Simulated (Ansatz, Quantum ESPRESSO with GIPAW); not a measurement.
# Al2O3 (Corundum): NMR parameters from first principles, part 2 of 2

The task is to compute the NMR parameters of Al2O3 (Corundum) site by site.

Solid-state NMR of this phase has given these values. 27Al quadrupolar coupling 2.38 MHz and 27Al asymmetry η_Q 0, in “\it Ab initio 27Al NMR chemical shifts and quadrupolar parameters for Al2O3 phases and their precursors” (2011; arXiv:1110.0231), quoting earlier work. 27Al quadrupolar coupling 2.4 MHz, in “NMR spectroscopy of electroceramics – Applications to lead-free perovskite oxides” (Groszewicz, Open Ceramics 5, 100083, 2021), quoting earlier work. 17O quadrupolar coupling 2.17 MHz, in “Synthesis and multinuclear magnetic resonance studies of some nitrogen-containing ceramic phases” (Leach, Durham University PhD thesis, 1990), quoting earlier work. Signs of C_Q are not measured.

Quantum ESPRESSO with GIPAW; PBE.

So far. Step 3 (GIPAW: job nmr): An axis of order three or more runs through Al, so two principal values coincide and the skew is ±1. In this run the largest span is that of Al (site symmetry 3), with principal values 525.1, 537.1 and 537.1 ppm.

## Step 4: Field gradients

Level of this step: DFT, PBE, plane-wave PAW, default files, scalar-relativistic, field gradients (Ansatz).

27Al and 17O have a quadrupole moment, which couples to the field gradient and broadens the lines. The gradient is a property of the ground-state density and needs no response; it is taken from a second code that counts the whole PAW charge. C_Q = eQV_zz/h, with Q = 0.1466 barn for 27Al, -0.02558 barn for 17O.

This step: DFT, PBE, plane-wave PAW, default files (PAW set soft_2), scalar-relativistic, field gradients (Ansatz 0.2.0), on the same atoms.

input.yaml reads:

```yaml
crystal:
  lattice:
    - [2.38025, 1.3742379782, 4.3318666667]
    - [-2.38025, 1.3742379782, 4.3318666667]
    - [0.0, -2.7484759565, 4.3318666667]
  atoms:
    - { symbol: Al, position: [0.85216, 0.85216, 0.85216] }
    - { symbol: Al, position: [0.64784, 0.64784, 0.64784] }
    - { symbol: Al, position: [0.14784, 0.14784, 0.14784] }
    - { symbol: Al, position: [0.35216, 0.35216, 0.35216] }
    - { symbol: O, position: [0.05668, 0.75, 0.44332] }
    - { symbol: O, position: [0.75, 0.44332, 0.05668] }
    - { symbol: O, position: [0.44332, 0.05668, 0.75] }
    - { symbol: O, position: [0.94332, 0.25, 0.55668] }
    - { symbol: O, position: [0.25, 0.55668, 0.94332] }
    - { symbol: O, position: [0.55668, 0.94332, 0.25] }
kpoints:
  mp_grid: { grid: [4, 4, 4] }
scf:
  occupations: { method: fixed }
hamiltonian:
  xc: pbe
  pseudopotentials: { kind: paw, frozen_core: stored }
output:
  forces: false
  stress: false
  efg: { quadrupole_moments_barn: { Al: 0.1466, O: -0.02558 } }
```

Command:

```bash
$ ansatz run input.yaml --threads 4 --pin off --max-ram 8192MiB --backend cpu --events-out ev --progress --plain --runs-dir out
```

Output:

```text
[... set-up, SCF cycles and energies left out ...]
--- PAW observables at the nuclei: V_zz in 10²¹ V/m², potentials from the cell's mean, atoms counted from 1 ---
  atom   1  Al V_zz =    +0.593569   η = 0.0000   by run symmetry: allowed   C_q = +2.1041 MHz
  atom   2  Al V_zz =    +0.593569   η = 0.0000   by run symmetry: allowed   C_q = +2.1041 MHz
  atom   3  Al V_zz =    +0.593569   η = 0.0000   by run symmetry: allowed   C_q = +2.1041 MHz
  atom   4  Al V_zz =    +0.593569   η = 0.0000   by run symmetry: allowed   C_q = +2.1041 MHz
  atom   5  O  V_zz =    -3.994608   η = 0.5077   by run symmetry: allowed   C_q = +2.4708 MHz
  atom   6  O  V_zz =    -3.994608   η = 0.5077   by run symmetry: allowed   C_q = +2.4708 MHz
  atom   7  O  V_zz =    -3.994608   η = 0.5077   by run symmetry: allowed   C_q = +2.4708 MHz
  atom   8  O  V_zz =    -3.994608   η = 0.5077   by run symmetry: allowed   C_q = +2.4708 MHz
  atom   9  O  V_zz =    -3.994608   η = 0.5077   by run symmetry: allowed   C_q = +2.4708 MHz
  atom  10  O  V_zz =    -3.994608   η = 0.5077   by run symmetry: allowed   C_q = +2.4708 MHz
[the lines on potentials at the nuclei are left out]
```

It took 0.5 s on 4 threads of Intel Xeon at 2.60GHz (Ice Lake), shared host; peak memory 0.38 GiB; 1.4 s of CPU time.

Among nuclei of half-integer spin the second-order effect is largest for 17O on O (spin 5/2, C_Q 2.47 MHz): at 9.4 T it moves the centre of gravity of the MAS line by -14 ppm from δ_iso, and by a quarter of that at twice the field, by δ_Q = −(3/40)(C_Q/ν0)²(1 + η²/3)[I(I+1) − 3/4]/[I²(2I−1)²] × 10⁶ ppm with ν0 = 54.3 MHz.

## Step 5: NMR parameters by site

Covalently bonded atoms count as neighbours within 1.18 times the sum of their radii. Otherwise a cation's neighbours lie within 1.2 times its shortest bond (1.3 for large cations, each anion's radius taken off where they differ), and an anion's are the cations that count it.

```tsv
site	atom no.	atoms in cell	surroundings	bonds (Å)	σ_iso (ppm)	C_Q (MHz)	η_Q
Al	1	4	AlO6	1.85 to 1.97	533.1	2.10	0.00
O	5	6	bound to Al4	1.85 to 1.97	168.3	2.47	0.51
```

Simulated spectrum: 27Al fast MAS, 9.4 T (104.4 MHz), central transition to second order, lines broadened by 1 ppm; the axis counts ppm from the isotropic position of Al, as −Δσ; rigid lattice, with dipolar and J couplings and satellite transitions left out.

offset (ppm), intensity and a bar:
```
     3.34       0.00 
     2.91       0.00 
     2.49       0.01 
     2.07       0.01 
     1.68       0.01 
     1.25       0.02 
     0.83       0.02 #
     0.44       0.03 #
     0.02       0.09 ###
    -0.41       0.33 ##########
    -0.80       0.76 #######################
    -1.22       1.00 ##############################
    -1.64       0.88 ##########################
    -2.07       0.76 #######################
    -2.46       0.72 ######################
    -2.88       0.76 #######################
    -3.30       0.84 #########################
    -3.43       0.85 ##########################
    -3.69       0.79 ########################
    -4.12       0.47 ##############
    -4.54       0.22 #######
    -4.93       0.14 ####
    -5.36       0.12 ###
    -5.78       0.09 ###
    -6.20       0.05 #
    -6.59       0.02 #
    -7.02       0.01 
    -7.44       0.01 
    -7.83       0.00 
    -8.25       0.00 
    -8.68       0.00 
    -9.07       0.00 
    -9.49       0.00 
    -9.91       0.00 
   -10.30       0.00
```

Most prominent maxima (ppm: height): -1.22: 1.00, -3.43: 0.85.

Simulated spectrum: 17O fast MAS, 9.4 T (54.3 MHz), central transition to second order, lines broadened by 1.5 ppm; the axis counts ppm from the isotropic position of O, as −Δσ; rigid lattice, with dipolar and J couplings and satellite transitions left out.

offset (ppm), intensity and a bar:
```
      6.2       0.00 
      4.8       0.00 
      3.3       0.00 
      1.9       0.01 
      0.6       0.02 
     -0.8       0.15 #####
     -2.2       0.41 ############
     -3.6       0.46 ##############
     -5.0       0.51 ###############
     -6.4       0.57 #################
     -7.7       0.66 ####################
     -9.1       0.83 #########################
    -10.1       0.96 #############################
    -10.6       0.94 ############################
    -12.0       0.77 #######################
    -13.3       0.72 ######################
    -14.7       0.73 ######################
    -16.1       0.82 ########################
    -17.5       1.00 ##############################
    -18.9       0.60 ##################
    -20.3       0.43 #############
    -21.6       0.38 ###########
    -23.0       0.34 ##########
    -24.5       0.30 #########
    -25.9       0.18 #####
    -27.2       0.11 ###
    -28.6       0.10 ###
    -30.0       0.09 ###
    -31.3       0.08 ##
    -32.8       0.03 #
    -34.2       0.00 
    -35.5       0.00 
    -36.9       0.00 
    -38.4       0.00 
    -39.7       0.00
```

Most prominent maxima (ppm: height): -10.1: 0.96, -17.5: 1.00.

## Step 6: Other settings and structures

Each row names what was changed: another mesh tests the sampling of the zone; another functional shows how far the paramagnetic term hangs on the exchange-correlation form; another cutoff tests the basis.

Changes of σ_iso (ppm) against the run above (PBE, cutoffs 55 and 330 Ry, mesh 4×4×4, 18 min). Times are CPU times of pw.x and gipaw.x together, on 4 MPI ranks of Intel Xeon at 2.60GHz (Ice Lake), shared host; on a shared host they are rough.

```tsv
run	CPU time	f-sum miss	Al	O
mesh 5×5×5	25 min	0.0032	+0.1	+0.7
LDA	16 min	0.0072	-12.4	-15.1
cutoffs 40 and 330 Ry (coarse on purpose)	12 min	0.044	+0.1	-0.3
```

The largest move is -15.1 ppm, on O, from LDA.

## Step 7: Against experiment

```tsv
quantity	site	measured	calculated	difference
27Al quadrupolar coupling (MHz)	Al	2.38	2.10	-0.28
27Al asymmetry η_Q ()	Al	0	0.00	+0.00
27Al quadrupolar coupling (MHz)	Al	2.4	2.10	-0.30
17O quadrupolar coupling (MHz)	O	2.17	2.47	+0.30
```

## Step 8: Summary of results

```yaml
27al_shielding_without_shape_term: 533.1 ppm
27al_size_of_c_q: 2.10 MHz
17o_shielding_without_shape_term: 168.3 ppm
17o_size_of_c_q: 2.47 MHz
```

**Reading.** 27Al has one site (AlO6), with isotropic shielding 533.1 ppm (shape term left out) and C_Q 2.10 MHz. A shift needs a reference, δ = σ_ref − σ, fixed on measured compounds; for 27Al of this kind at this level too few were at hand, or they scattered too widely about a line, so none is given. The couplings are off by up to 13.9 %. The cause was not traced; the calculation is for static atoms, and field gradients are sensitive to small errors of the structure. Going to mesh 5×5×5 changes no isotropic shielding by more than 0.74 ppm, so the main run is converged in that respect. A higher cutoff was not carried through on these files. The cheaper run with cutoffs 40 and 330 Ry takes about 65 % of the time and is off by 0.067 ppm on Al, and by 0.31 ppm at most. The largest change with the functional is 15.1 ppm in absolute shielding; part of that drops out once each functional has its own reference line. In PBE checks against another PAW code, field gradients made this way came out (cores as stored) 4 to 9 % larger on O (three silicas and corundum) and 6 % smaller on Al (corundum alone). This build of gipaw.x prints that it is not audited and that its numbers are no references by themselves. It also reports spline_ps as false although the input sets it; why was not traced. pw.x warned of eigenvalues not converged in some cycles of 1 ground-state run, which then met the threshold.

[Banner, clock, file and message-heading lines were taken out of the pw.x and gipaw.x logs.]

[Logs are printed without paths, hosts, clocks, repeated set-up lines and the standing remarks that a program may print on its own settings, such as how far it seeks lower states.]

[Hosts, paths, dates, database ids (printed as entryN), source tags and the programs' standing remarks are cut or masked in the printed files.]

[Where no reference line passes its bar on scatter, no shift is given, so a measured shift of this compound may stand uncompared.]
